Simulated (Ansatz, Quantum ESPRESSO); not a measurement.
# 2H-WSe2, 3 layers, AA' stacking against a metal electrode: the electrode's level over the Fermi level at a withheld member of a series

Method. Quantum ESPRESSO 7.5, PBE, GBRV ultrasoft. The slab is relaxed neutral under PBE-D3(BJ), then held. ESM with bc3: vacuum below and a metal electrode about 6 Å above the top atoms. Fermi-Dirac smearing of 0.004 Ry and a dense mesh. Charges are set per cell from the starting area. The series steps the charge of the slab (positive: electrons removed).

| charge of the slab | electrode's level over the Fermi level (eV) |
| --- | --- |
| 1 ×10¹³ e/cm² | 5.922 |
| 2 ×10¹³ e/cm² | 7.032 |
| 3 ×10¹³ e/cm² | 8.114 |
| 4.5 ×10¹³ e/cm² | 9.721 |
| 6 ×10¹³ e/cm² | 11.321 |
| 7 ×10¹³ e/cm² | 12.387 |

To predict: What is the electrode's level over the Fermi level at 8 ×10¹³ e/cm²?

**Worked estimate.** The rows at 6 ×10¹³ e/cm² and 7 ×10¹³ e/cm² give a slope of (12.387 − (11.321))/(7 − (6)) = 1.066, so a straight line gives 13.453 eV. A parabola through these and the row at 4.5 ×10¹³ e/cm² gives 13.452 eV.

**Check.** 13.455 eV. The line misses by −0.002 and the parabola by −0.003 eV. Both misses are under 5 % of the step from the nearer row.

Caveats: Vacuum fills the gap; ions don't answer the charge; added electrons can spill towards the electrode at the most negative charges. Charges count on the starting cell, which the relaxation changed by some per cent. Members without a usable value, or on the other side of zero field or charge, are not listed.
